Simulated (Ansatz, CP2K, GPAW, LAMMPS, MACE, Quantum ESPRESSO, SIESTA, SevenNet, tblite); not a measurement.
# Liquid (Cs,Li)Cl at 1400 K (68 atoms): other programs against plane waves

One geometry of liquid (Cs,Li)Cl at 1400 K (68 atoms) is solved by several programs and methods. How far do their forces lie from a plane-wave PBE run?

Results are calculated, not measured.

### 1. The cell

The cell holds 68 atoms (22 Cs, 12 Li and 34 Cl), with edges of 14.51, 14.51 and 14.51 Å. Recipe: 68 atoms (22 Cs, 12 Li, 34 Cl) placed at random at 2.29 g/cm³, melted at 1800 K for 10 ps at fixed volume with the Lennard-Jones and Coulomb ion parameters for SPC/E (Joung and Cheatham, J. Phys. Chem. B 112, 9020 (2008)), full charges. Snapshot at the end of a hold of 20 ps at 1400 K and fixed volume. The density is 2.29 g/cm³.

### 2. The reference input

Quantum ESPRESSO 7.5: Kohn-Sham DFT, PBE, SSSP efficiency 1.3.0 pseudopotentials, plane waves. Its input, pw.in:

```
&control
  calculation = 'scf'
  pseudo_dir = './pseudo'
  outdir = './tmp'
  disk_io = 'none'
  tprnfor = .true.
  tstress = .true.
/
&system
  ibrav = 0
  nat = 68
  ntyp = 3
  ecutwfc = 45
  ecutrho = 360
  nosym = .true.
  occupations = 'smearing'
  smearing = 'fd'
  degauss = 0.003675
/
&electrons
  conv_thr = 3.4e-07
  electron_maxstep = 100
  mixing_beta = 0.4
  mixing_mode = 'plain'
  diagonalization = 'david'
/
ATOMIC_SPECIES
Cs 132.905 Cs.upf
Li 6.940 Li.upf
Cl 35.450 Cl.upf
CELL_PARAMETERS angstrom
14.50730 0.00000 0.00000
0.00000 14.50730 0.00000
0.00000 0.00000 14.50730
ATOMIC_POSITIONS crystal
Cs 0.55437 0.17450 0.08535
Cs 0.40707 0.09757 0.79358
Cs 0.85355 0.67872 0.79716
Cs 0.15407 0.48004 0.85363
[... 62 atom lines left out ...]
Cl 0.18130 0.28743 0.16877
Cl 0.04469 0.65688 0.74419
K_POINTS gamma
```

```console
$ OMP_NUM_THREADS=1 mpirun -np 4 pw.x -in pw.in > output.txt
```

Elapsed: 3.9 min, on 4 MPI ranks of Arm Neoverse V2, shared host; peak memory 7 GiB.

It converged with an r.m.s. force component of 0.53 eV/Å and a pressure of 1.0 GPa.

Its highest filled and lowest empty levels lie 2.95 eV apart on its k-points.

### 3. The other programs

- CP2K 2026.2: Gaussian basis with GTH pseudopotentials and a plane-wave density; labels give functional, basis (MOLOPT sets; SR short-range, UZH the newer set with its own potentials), grid cutoff/relative cutoff and solver (OT: orbital transformation; TRS4, TC2, SIGN: linear-scaling purification with its sparsity filter), or its built-in tight binding.
- GPAW 26.7.0: PAW with atomic orbitals (LCAO), plane waves or a real-space grid of spacing h.
- MACE: machine-learned potential, published weights.
- SIESTA 5.4.2: numerical atomic orbitals, whose automatically made sets are far from complete, with PseudoDojo norm-conserving potentials that we converted to its format (checked against plane waves on the same files for H, C, O, Si, Ge and Ca alone); labels give functional, basis size, energy shift and mesh cutoff.
- SevenNet: machine-learned potential, published weights.
- tblite 0.8.0: extended tight binding, driven from Python.

All use the same cell and atoms, and the electronic-structure runs the same k-mesh.

### 4. Side by side

Differences are against the reference: forces as r.m.s. over components, share as that over the reference's r.m.s. force, slope as the fitted ratio of a run's forces to the reference's.

```
                                                 run  Δ force, r.m.s. (meV/Å)  share (%)  slope  Δ pressure (GPa)  Δ gap (eV)  cores  CPU time  memory (GiB)
                                           reference                        -          -      -                 -           -      4    16 min             7
                              CP2K GFN1-xTB, OT DIIS                      596        113  0.388             -14.7           -      1     3.8 s          0.43
        CP2K PBE, DZVP-MOLOPT-SR, 800/50 Ry, OT DIIS                     67.1       12.7  1.111             0.214      -0.208      2    12 min           5.8
              CP2K PBE, TZVP-UZH, 800/50 Ry, OT DIIS                     86.3       16.4  1.139             0.408      -0.111      2    12 min           5.9
                         GPAW LDA, LCAO dzp, h 0.2 Å                     77.4       14.7  0.946                 -      -0.195      1   7.2 min           2.9
                         GPAW PBE, LCAO dzp, h 0.2 Å                     65.9       12.5  1.091                 -     -0.0836      1   7.4 min           2.9
   GPAW PBE, LCAO dzp, h 0.2 Å, other mixer settings                     66.4       12.6  1.093                 -     -0.0839      1   8.7 min           2.6
                         MACE MP-0b2 small potential                      139       26.4  1.099           -0.0588           -      1     5.8 s          0.67
                         MACE MPA-0 medium potential                     95.5       18.1  1.034            -0.116           -      1     6.1 s           0.7
        SIESTA PBE, DZP, shift 0.005 Ry, mesh 300 Ry                      165       31.4  1.265             0.422      -0.447      2   3.8 min           2.2
         SIESTA PBE, DZP, shift 0.01 Ry, mesh 300 Ry                      168       31.9  1.270             -0.11      -0.622      2   2.7 min           1.9
 SIESTA PBE, SZ, shift 0.01 Ry, mesh 300 Ry (coarse)                      213       40.5  1.313            -0.547       -1.90      1      78 s          0.85
 SIESTA PBE, SZ, shift 0.02 Ry, mesh 300 Ry (coarse)                      174       33.1  1.202             -1.72       -2.20      1      90 s          0.78
SIESTA PBE, SZP, shift 0.01 Ry, mesh 300 Ry (coarse)                      245       46.5  1.387            0.0637      -0.994      1   2.3 min           1.4
      SIESTA PBEsol, DZP, shift 0.01 Ry, mesh 300 Ry                      119       22.6  1.177            -0.796      -0.576      2   2.9 min           1.9
                                SevenNet 0 potential                      123       23.4  1.098             0.266           -      1     6.1 s          0.61
                                     tblite GFN1-xTB                      349       66.2  0.509             -3.31           -      1     2.4 s          0.17
```

Rows marked coarse were listed beforehand as settings not expected to be converged; some can still land near the reference.

Times of the machine-learned potentials are mostly Python's start and the loading of weights.

Runs without a result: CP2K PBE0 with truncated exchange and ADMM, PBE0 potentials, DZVP-UZH, 800/50 Ry, OT DIIS (cut off at its time limit).

CPU time is summed over cores on shared hosts, so it is rough.

### 5. What came out

Forces lie from 13 % (GPAW PBE, LCAO dzp, h 0.2 Å) to 113 % (CP2K GFN1-xTB, OT DIIS) of the reference's r.m.s. force of 0.53 eV/Å away from it. The PBE runs in local orbitals, coarse settings apart, differ by 13 % (GPAW PBE, LCAO dzp, h 0.2 Å) to 32 % (SIESTA PBE, DZP, shift 0.01 Ry, mesh 300 Ry); basis, grid and potentials can all enter. Tight binding differs by 66 % (tblite GFN1-xTB) to 113 % (CP2K GFN1-xTB, OT DIIS); it is another model, with fitted parameters of its own, and the xTB methods hold dispersion. Machine-learned potentials differ by 18 % (MACE MPA-0 medium potential) to 26 % (MACE MP-0b2 small potential); they were trained on other programs' data.

Rows with another functional or a dispersion term differ by 15 % (GPAW LDA, LCAO dzp, h 0.2 Å) to 23 % (SIESTA PBEsol, DZP, shift 0.01 Ry, mesh 300 Ry), which mixes the change of model with differences of basis and potentials. Runs with settings chosen to be coarse differ by 33 % (SIESTA PBE, SZ, shift 0.02 Ry, mesh 300 Ry) to 46 % (SIESTA PBE, SZP, shift 0.01 Ry, mesh 300 Ry), their programs' other errors included. SIESTA PBE, SZP, shift 0.01 Ry, mesh 300 Ry stiffens the forces by a factor of 1.39 while following their directions (correlation 0.983); the slopes of the 6 SIESTA runs lie between 1.18 and 1.39. SIESTA PBE, SZP, shift 0.01 Ry, mesh 300 Ry lies farther from the reference (46 %) than the smaller basis of SIESTA PBE, SZ, shift 0.01 Ry, mesh 300 Ry (40 %). Pressures at PBE, coarse settings apart, lie -0.11 to +0.42 GPa from the reference's. Gaps at PBE, coarse settings apart, lie -0.62 to -0.08 eV from the reference's.

Caveats: Periodic xTB results under one method name differ between programs and library versions. The potentials hold different valence shells: 472 electrons in the reference, 448 in GPAW; this bears on time and differences. The reference's pressure holds the uncorrected Pulay stress of its 45 Ry basis, so small pressure differences may be the reference's own error. The frame stands for 1400 K, but pressures are static and levels are smeared at 580 K. The network of bonds at the start is that of the classical potential that made the cell, and needn't be the one that DFT or experiment would give. The ion parameters were fitted for water, not for melts, so the starting structure of this cell may lie well off the real melt's. The electronic-structure runs sample only Γ, in a cell whose shortest periodic width is 15 Å. Spin–orbit coupling is left out, which matters for the levels of the heavy elements. Where levels are smeared, the DFT runs use Fermi–Dirac occupations at 580 K (0.05 eV), and energies are free energies. The reference's cutoffs and mesh weren't converged further here.

[Logs are printed without paths, hosts, clocks, repeated set-up lines and the standing remarks that a program may print on its own settings, such as how far it seeks lower states.]

[Hosts, paths, dates, database ids (printed as entryN), source tags and the programs' standing remarks are cut or masked in the printed files.]

[Cells were taken only where this reference lay near another plane-wave run.]
